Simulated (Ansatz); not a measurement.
# Generalised stacking fault on (111) (shuffle set) of a GaAs-GaSb solid solution (48 atoms): support functions against a reference, part 2 of 3

Aim: test how closely localised support functions follow the reference on generalised stacking fault on (111) (shuffle set) of a GaAs-GaSb solid solution (48 atoms), and at what cost. A setting counts as converged where the r.m.s. difference of forces stays under 1 % of the r.m.s. force.

Ansatz 0.2.0; Kohn-Sham DFT, PBE, PAW (set soft_2), plane waves.

The cell: 24 Ga, 10 Sb and 14 As. The host structure and its lattice constant were typed by rule, without a check against the phase diagram. No spin–orbit coupling is included.

So far. Step 3 (Support functions medium): Forces differ from the reference by 0.59 meV/Å r.m.s., 0.12 % of their size, well within a tolerance of 1 %; the energy by -1.5 meV/atom. The two runs also began from different starting densities, which bears on cycles and time. Step 4 (Support functions low): Forces differ from the reference by 0.61 meV/Å r.m.s., 0.12 % of their size, well within a tolerance of 1 %; the energy by -1.5 meV/atom.

### 5. Support functions high

The cell is solved in localised support functions. The level high gives here a grid of 48×48×108 points and a radius of 5.23 Å.

This step: Kohn-Sham DFT, PBE, PAW (set soft_2), localised support functions (high) (Ansatz 0.2.0).

input.yaml reads:

```yaml
crystal:
  lattice:
    - [8.2665, 0.0, 0.0]
    - [0.0, 7.159, 0.0]
    - [0.34447, 0.0, 20.24871]
  atoms:
    [... the 48 atom lines of step 2 ...]
kpoints:
  mp_grid: { grid: [2, 2, 1] }
hamiltonian:
  xc: pbe
scf:
  occupations: { method: gaussian, width: 0.05 }
  eigensolver: { kind: { support_functions: { accuracy: high } } }
  mixing: { beta: 0.4 }
  max_iter: 150
output:
  forces: true
```

On the command line:

```sh
$ ansatz run input.yaml --threads 4 --pin off --max-ram 8192MiB --backend cpu --events-out ev --progress --plain --runs-dir out
```

Numbers of over 12 decimals in the logs are rounded to 6 here.

Log:

```text
[...]
Crystal: 48 atoms, lattice volume = 1198.316 Å³
Basis set: ecut = 420 eV, 23399 PW (Γ), exchange–correlation on 120×120×288 points (8 copies of the dense FFT grid, shifted against one another)
Bands: 404, of which v1, the nominal top of the filled ones, is band 336 counted from 1 (335 counted from 0)
Symmetry: 1 space group operations
k-points: 4
[...]
Eigensolver: Support functions (high, 48×48×108 points, laid for a spacing of at most 0.192795 Å, radius 5.226215 Å, 0 species' potentials softened for the grid, 3 wholly corrected for its errors in the mean over positions, 3 with the egg-box correction, energy correction by stochastic trace)
[...]
SCF iter   1: F=—  HF=-223615.054305 eV  |F-HF|=—  |Δ(HF+E_count)|=         —  Δρ=3.01e-2  dr2=8.45e0  ethr=1.00e-1
[...]
SCF iter  18: F=—  HF=-223631.541271 eV  |F-HF|=—  |Δ(HF+E_count)|=   6.50e-5  Δρ=1.23e-6  dr2=1.29e-8  ethr=4.41e-12  κ⁻¹=4.1e-5(r=7)
SCF iter  19: F=-223631.541332 eV  HF=-223631.541332 eV  |F-HF|=9.60e-10  |Δ(HF+E_count)|=   6.14e-5  Δρ=3.84e-7  dr2=1.63e-9  ethr=1.93e-12
SCF 1 converged in 19 iterations: F = -223631.544267 eV  dr2 = 1.63e-9
[...]
SCF converged after 19 iterations
[...]
Free energy (F): -223631.544267 eV
[...]
Internal energy: -223631.541024 eV  (E = F + TS)
E sigma→0 (E₀):  -223631.542646 eV
Entropy (-TS):   -0.003243 eV (-0.068 meV/atom)
Fermi energy:    8.174304 eV
[...]
Σ components = -223631.544267   (vs F -223631.544267, Δ=0.00e0)
--- Forces (eV/Å), atoms counted from 1 ---
  atom   1  Ga     0.81935346     0.51400816    -0.16759967
  atom   2  Sb    -0.11057542     0.10086858    -0.38925699
  atom   3  Ga    -0.84433162     0.79018462     0.94936461
  atom   4  As    -0.04310541     0.04146599    -0.16107959
[...]
atom  48  Sb    -0.15359474     0.20390848    -0.00239399
  max |Σ_I F_I| component: 1.08e-3 eV/Å
--- Band table (eV) ---
[...]
```

The job ended after 11 min (4 threads of Arm Neoverse V1, shared host; peak memory 5.6 GiB).

Keys that differ from the reference: support_functions.accuracy = "high", scf.max_iter = 150 and scf.mixing.beta = 0.4.

Forces differ from the reference by 0.085 meV/Å r.m.s., 0.017 % of their size, well within a tolerance of 1 %; the energy by -1.5 meV/atom. It took 11 min and 19 cycles; the reference's time can't be set against it, since the two runs asked for unlike analyses. The two runs also began from different starting densities, which bears on cycles and time.

### 6. Support functions medium, radius 4.24 Å

The radius confines each support function; a larger one gives more freedom and more work per atom.

This step: Kohn-Sham DFT, PBE, PAW (set soft_2), localised support functions (medium) (Ansatz 0.2.0).

input.yaml, the sections that differ from step 5:

```yaml
scf:
  occupations: { method: gaussian, width: 0.05 }
  eigensolver: { kind: { support_functions: { accuracy: medium, radius: 4.24 } } }
  mixing: { beta: 0.4 }
  max_iter: 150
# crystal, kpoints, hamiltonian, output: as in step 5
```

Log:

```text
[...]
Crystal: 48 atoms, lattice volume = 1198.316 Å³
Basis set: ecut = 420 eV, 23399 PW (Γ), exchange–correlation on 120×96×288 points (8 copies of the dense FFT grid, shifted against one another)
Bands: 404, of which v1, the nominal top of the filled ones, is band 336 counted from 1 (335 counted from 0)
Symmetry: 1 space group operations
k-points: 4
[...]
SCF iter   1: F=—  HF=-223612.614352 eV  |F-HF|=—  |Δ(HF+E_count)|=         —  Δρ=3.03e-2  dr2=8.61e0  ethr=1.00e-1
[...]
SCF iter  12: F=—  HF=-223631.513142 eV  |F-HF|=—  |Δ(HF+E_count)|=   1.52e-3  Δρ=1.61e-5  dr2=3.18e-6  ethr=1.28e-9  κ⁻¹=4.4e-7(r=7)
SCF iter  13: F=-223631.513142 eV  HF=-223631.513142 eV  |F-HF|=8.38e-8  |Δ(HF+E_count)|=   2.28e-7  Δρ=6.21e-6  dr2=8.09e-7  ethr=4.73e-10
SCF 1 converged in 13 iterations: F = -223631.546197 eV  dr2 = 8.09e-7
[...]
SCF converged after 13 iterations
[...]
Free energy (F): -223631.546197 eV
[...]
Internal energy: -223631.543048 eV  (E = F + TS)
E sigma→0 (E₀):  -223631.544623 eV
Entropy (-TS):   -0.003149 eV (-0.066 meV/atom)
Fermi energy:    8.174988 eV
[...]
Σ components = -223631.546197   (vs F -223631.546197, Δ=0.00e0)
--- Forces (eV/Å), atoms counted from 1 ---
  atom   1  Ga     0.81842795     0.51421610    -0.16664732
  atom   2  Sb    -0.11056420     0.10239065    -0.38988383
  atom   3  Ga    -0.84393773     0.78992293     0.94994316
  atom   4  As    -0.04330650     0.04180320    -0.16219109
[...]
atom  48  Sb    -0.15252683     0.20437268    -0.00302293
  max |Σ_I F_I| component: 7.90e-3 eV/Å
--- Band table (eV) ---
[...]
```

Run time: 2.2 min. Hardware: 4 threads; peak memory 3.3 GiB.

Keys that differ from the reference: support_functions.accuracy = "medium", support_functions.radius = 4.24, scf.max_iter = 150 and scf.mixing.beta = 0.4.

Forces differ from the reference by 0.62 meV/Å r.m.s., 0.12 % of their size, well within a tolerance of 1 %; the energy by -1.5 meV/atom. The two runs also began from different starting densities, which bears on cycles and time.

### 7. Support functions medium, radius 4.59 Å

The radius confines each support function; a larger one gives more freedom and more work per atom.

input.yaml, the sections that differ from step 6:

```yaml
scf:
  occupations: { method: gaussian, width: 0.05 }
  eigensolver: { kind: { support_functions: { accuracy: medium, radius: 4.59 } } }
  mixing: { beta: 0.4 }
  max_iter: 150
# crystal, kpoints, hamiltonian, output: as in step 6
```

Log:

```text
[...]
Crystal: 48 atoms, lattice volume = 1198.316 Å³
Basis set: ecut = 420 eV, 23399 PW (Γ), exchange–correlation on 120×96×288 points (8 copies of the dense FFT grid, shifted against one another)
Bands: 404, of which v1, the nominal top of the filled ones, is band 336 counted from 1 (335 counted from 0)
Symmetry: 1 space group operations
k-points: 4
[...]
SCF iter   1: F=—  HF=-223614.370941 eV  |F-HF|=—  |Δ(HF+E_count)|=         —  Δρ=3.02e-2  dr2=8.55e0  ethr=1.00e-1
[...]
SCF iter  12: F=—  HF=-223631.528490 eV  |F-HF|=—  |Δ(HF+E_count)|=   9.78e-4  Δρ=1.18e-5  dr2=2.32e-6  ethr=1.39e-9  κ⁻¹=4.5e-7(r=7)
SCF iter  13: F=-223631.528491 eV  HF=-223631.528491 eV  |F-HF|=1.02e-9  |Δ(HF+E_count)|=   5.67e-7  Δρ=7.30e-6  dr2=8.34e-7  ethr=3.46e-10
SCF 1 converged in 13 iterations: F = -223631.546217 eV  dr2 = 8.34e-7
[...]
SCF converged after 13 iterations
[...]
Free energy (F): -223631.546217 eV
[...]
Internal energy: -223631.543040 eV  (E = F + TS)
E sigma→0 (E₀):  -223631.544628 eV
Entropy (-TS):   -0.003176 eV (-0.066 meV/atom)
Fermi energy:    8.174704 eV
[...]
Σ components = -223631.546217   (vs F -223631.546217, Δ=0.00e0)
--- Forces (eV/Å), atoms counted from 1 ---
  atom   1  Ga     0.81889790     0.51414150    -0.16714472
  atom   2  Sb    -0.11089408     0.10196467    -0.39011659
  atom   3  Ga    -0.84399884     0.78954689     0.94985594
  atom   4  As    -0.04315646     0.04158524    -0.16104939
[...]
atom  48  Sb    -0.15366404     0.20416724    -0.00167389
  max |Σ_I F_I| component: 7.65e-3 eV/Å
--- Band table (eV) ---
[...]
```

Wall time 2.8 min (4 threads); peak memory 3.7 GiB; 11 min of CPU time.

Keys that differ from the reference: support_functions.accuracy = "medium", support_functions.radius = 4.59, scf.max_iter = 150 and scf.mixing.beta = 0.4.

Forces differ from the reference by 0.44 meV/Å r.m.s., 0.089 % of their size, well within a tolerance of 1 %; the energy by -1.5 meV/atom. It took 2.8 min and 13 cycles; the reference's time can't be set against it, since the two runs asked for unlike analyses. The two runs also began from different starting densities, which bears on cycles and time.

### 8. Support functions medium, radius 4.89 Å

The radius confines each support function; a larger one gives more freedom and more work per atom.

input.yaml, the sections that differ from step 7:

```yaml
scf:
  occupations: { method: gaussian, width: 0.05 }
  eigensolver: { kind: { support_functions: { accuracy: medium, radius: 4.89 } } }
  mixing: { beta: 0.4 }
  max_iter: 150
# crystal, kpoints, hamiltonian, output: as in step 7
```

Log:

```text
[...]
Crystal: 48 atoms, lattice volume = 1198.316 Å³
Basis set: ecut = 420 eV, 23399 PW (Γ), exchange–correlation on 120×96×288 points (8 copies of the dense FFT grid, shifted against one another)
Bands: 404, of which v1, the nominal top of the filled ones, is band 336 counted from 1 (335 counted from 0)
Symmetry: 1 space group operations
k-points: 4
[...]
SCF iter   1: F=—  HF=-223614.874046 eV  |F-HF|=—  |Δ(HF+E_count)|=         —  Δρ=3.01e-2  dr2=8.48e0  ethr=1.00e-1
[...]
SCF iter  13: F=—  HF=-223631.537730 eV  |F-HF|=—  |Δ(HF+E_count)|=   5.12e-4  Δρ=9.63e-6  dr2=1.08e-6  ethr=4.90e-10  κ⁻¹=3.6e-7(r=7)
SCF iter  14: F=-223631.537730 eV  HF=-223631.537730 eV  |F-HF|=9.30e-8  |Δ(HF+E_count)|=   1.42e-7  Δρ=4.13e-6  dr2=1.99e-7  ethr=1.60e-10
SCF 1 converged in 14 iterations: F = -223631.546499 eV  dr2 = 1.99e-7
[...]
SCF converged after 14 iterations
[...]
Free energy (F): -223631.546499 eV
[...]
Internal energy: -223631.543273 eV  (E = F + TS)
E sigma→0 (E₀):  -223631.544886 eV
Entropy (-TS):   -0.003226 eV (-0.067 meV/atom)
Fermi energy:    8.174419 eV
[...]
Σ components = -223631.546499   (vs F -223631.546499, Δ=0.00e0)
--- Forces (eV/Å), atoms counted from 1 ---
  atom   1  Ga     0.81934661     0.51379755    -0.16715618
  atom   2  Sb    -0.11022795     0.10093966    -0.38935616
  atom   3  Ga    -0.84429419     0.79006229     0.94957189
  atom   4  As    -0.04289209     0.04165110    -0.16135129
[...]
atom  48  Sb    -0.15378899     0.20423332    -0.00232754
  max |Σ_I F_I| component: 4.65e-3 eV/Å
--- Band table (eV) ---
[...]
```

Wall time 3.7 min (4 threads); peak memory 4.2 GiB.

Keys that differ from the reference: support_functions.accuracy = "medium", support_functions.radius = 4.89, scf.max_iter = 150 and scf.mixing.beta = 0.4.

Forces differ from the reference by 0.27 meV/Å r.m.s., 0.054 % of their size, well within a tolerance of 1 %; the energy by -1.5 meV/atom. It took 3.7 min and 14 cycles; the reference's time can't be set against it, since the two runs asked for unlike analyses. The two runs also began from different starting densities, which bears on cycles and time.

### 9. Support functions medium, radius 5.24 Å

The radius confines each support function; a larger one gives more freedom and more work per atom.

input.yaml, the sections that differ from step 8:

```yaml
scf:
  occupations: { method: gaussian, width: 0.05 }
  eigensolver: { kind: { support_functions: { accuracy: medium, radius: 5.24 } } }
  mixing: { beta: 0.4 }
  max_iter: 150
# crystal, kpoints, hamiltonian, output: as in step 8
```

Log:

```text
[...]
Crystal: 48 atoms, lattice volume = 1198.316 Å³
Basis set: ecut = 420 eV, 23399 PW (Γ), exchange–correlation on 120×96×288 points (8 copies of the dense FFT grid, shifted against one another)
Bands: 404, of which v1, the nominal top of the filled ones, is band 336 counted from 1 (335 counted from 0)
Symmetry: 1 space group operations
k-points: 4
[...]
SCF iter   1: F=—  HF=-223615.068934 eV  |F-HF|=—  |Δ(HF+E_count)|=         —  Δρ=3.01e-2  dr2=8.45e0  ethr=1.00e-1
[...]
SCF iter  12: F=—  HF=-223631.541367 eV  |F-HF|=—  |Δ(HF+E_count)|=   5.10e-4  Δρ=1.74e-5  dr2=3.33e-6  ethr=3.43e-9  κ⁻¹=3.4e-6(r=7)
SCF iter  13: F=-223631.541782 eV  HF=-223631.541782 eV  |F-HF|=2.51e-7  |Δ(HF+E_count)|=   4.16e-4  Δρ=6.86e-6  dr2=4.68e-7  ethr=4.96e-10
SCF 1 converged in 13 iterations: F = -223631.546617 eV  dr2 = 4.68e-7
[...]
SCF converged after 13 iterations
[...]
Free energy (F): -223631.546617 eV
[...]
Internal energy: -223631.543377 eV  (E = F + TS)
E sigma→0 (E₀):  -223631.544997 eV
Entropy (-TS):   -0.003240 eV (-0.068 meV/atom)
Fermi energy:    8.174354 eV
[...]
Σ components = -223631.546617   (vs F -223631.546617, Δ=0.00e0)
--- Forces (eV/Å), atoms counted from 1 ---
  atom   1  Ga     0.81932157     0.51403789    -0.16718250
  atom   2  Sb    -0.11054481     0.10093964    -0.38908443
  atom   3  Ga    -0.84429584     0.79009251     0.94940704
  atom   4  As    -0.04307234     0.04141272    -0.16131793
[...]
atom  48  Sb    -0.15377725     0.20386579    -0.00200824
  max |Σ_I F_I| component: 7.82e-3 eV/Å
--- Band table (eV) ---
[...]
```

Run time: 4.8 min. Hardware: 4 threads; peak memory 4.7 GiB.

Keys that differ from the reference: support_functions.accuracy = "medium", support_functions.radius = 5.24, scf.max_iter = 150 and scf.mixing.beta = 0.4.

Forces differ from the reference by 0.23 meV/Å r.m.s., 0.045 % of their size, well within a tolerance of 1 %; the energy by -1.5 meV/atom. It took 4.8 min and 13 cycles; the reference's time can't be set against it, since the two runs asked for unlike analyses. The two runs also began from different starting densities, which bears on cycles and time.

### 10. Support functions medium, radius 5.9 Å

The radius confines each support function; a larger one gives more freedom and more work per atom.

input.yaml, the sections that differ from step 9:

```yaml
scf:
  occupations: { method: gaussian, width: 0.05 }
  eigensolver: { kind: { support_functions: { accuracy: medium, radius: 5.9 } } }
  mixing: { beta: 0.4 }
  max_iter: 150
# crystal, kpoints, hamiltonian, output: as in step 9
```

Log:

```text
[...]
Crystal: 48 atoms, lattice volume = 1198.316 Å³
Basis set: ecut = 420 eV, 23399 PW (Γ), exchange–correlation on 120×96×288 points (8 copies of the dense FFT grid, shifted against one another)
Bands: 404, of which v1, the nominal top of the filled ones, is band 336 counted from 1 (335 counted from 0)
Symmetry: 1 space group operations
k-points: 4
[...]
SCF iter   1: F=—  HF=-223615.372867 eV  |F-HF|=—  |Δ(HF+E_count)|=         —  Δρ=3.02e-2  dr2=8.53e0  ethr=1.00e-1
[...]
SCF iter  12: F=—  HF=-223631.545124 eV  |F-HF|=—  |Δ(HF+E_count)|=   1.78e-4  Δρ=1.29e-5  dr2=1.86e-6  ethr=2.08e-9  κ⁻¹=1.2e-6(r=7)
SCF iter  13: F=-223631.545250 eV  HF=-223631.545250 eV  |F-HF|=1.47e-7  |Δ(HF+E_count)|=   1.26e-4  Δρ=6.26e-6  dr2=4.95e-7  ethr=2.77e-10
SCF 1 converged in 13 iterations: F = -223631.546713 eV  dr2 = 4.95e-7
[...]
SCF converged after 13 iterations
[...]
Free energy (F): -223631.546713 eV
[...]
Internal energy: -223631.543448 eV  (E = F + TS)
E sigma→0 (E₀):  -223631.545081 eV
Entropy (-TS):   -0.003265 eV (-0.068 meV/atom)
Fermi energy:    8.174159 eV
[...]
Σ components = -223631.546713   (vs F -223631.546713, Δ=0.00e0)
--- Forces (eV/Å), atoms counted from 1 ---
  atom   1  Ga     0.81931053     0.51393131    -0.16737157
  atom   2  Sb    -0.11063491     0.10089439    -0.38904307
  atom   3  Ga    -0.84430912     0.79011154     0.94958815
  atom   4  As    -0.04307532     0.04149559    -0.16127221
[...]
atom  48  Sb    -0.15360654     0.20389976    -0.00206570
  max |Σ_I F_I| component: 7.64e-3 eV/Å
--- Band table (eV) ---
[...]
```

It took 7.6 min on 4 threads; peak memory 5.9 GiB; 30 min of CPU time.

Keys that differ from the reference: support_functions.accuracy = "medium", support_functions.radius = 5.9, scf.max_iter = 150 and scf.mixing.beta = 0.4.

Forces differ from the reference by 0.18 meV/Å r.m.s., 0.036 % of their size, well within a tolerance of 1 %; the energy by -1.5 meV/atom. It took 7.6 min and 13 cycles; the reference's time can't be set against it, since the two runs asked for unlike analyses. The two runs also began from different starting densities, which bears on cycles and time.

### 11. Cost against change

Each row is set against the plane-wave reference (Kohn-Sham DFT, PBE, PAW (set soft_2), plane waves; r.m.s. force component 0.500 eV/Å). Energies are set beside the reference only for runs with its functional, potentials and electron count. Times are for 4 threads of Arm Neoverse V1, shared host. The reference's time includes the DOS, ELF, the stress and grids, which some other runs skip.

```tsv
run	Δ force, r.m.s. (meV/Å)	share of r.m.s. force (%)	Δ energy (meV/atom)	cycles	time	host memory (GiB)
reference	-	-	-	8	1.7 min	5.3
support functions medium	0.594	0.119	-1.50	13	2.4 min	3.5
support functions low	0.609	0.122	-1.50	11	2.3 min	3.4
support functions high	0.085	0.0169	-1.46	19	11 min	5.6
support functions medium, radius 4.24 Å	0.616	0.123	-1.50	13	2.2 min	3.3
support functions medium, radius 4.59 Å	0.444	0.0888	-1.50	13	2.8 min	3.7
support functions medium, radius 4.89 Å	0.272	0.0544	-1.50	14	3.7 min	4.2
support functions medium, radius 5.24 Å	0.227	0.0454	-1.51	13	4.8 min	4.7
support functions medium, radius 5.9 Å	0.181	0.0363	-1.51	13	7.6 min	5.9
```

[end of part 2 of 3]

[Logs are printed without paths, hosts, clocks, repeated set-up lines and the standing remarks that a program may print on its own settings, such as how far it seeks lower states.]

[Hosts, paths, dates, database ids (printed as entryN), source tags and the programs' standing remarks are cut or masked in the printed files.]
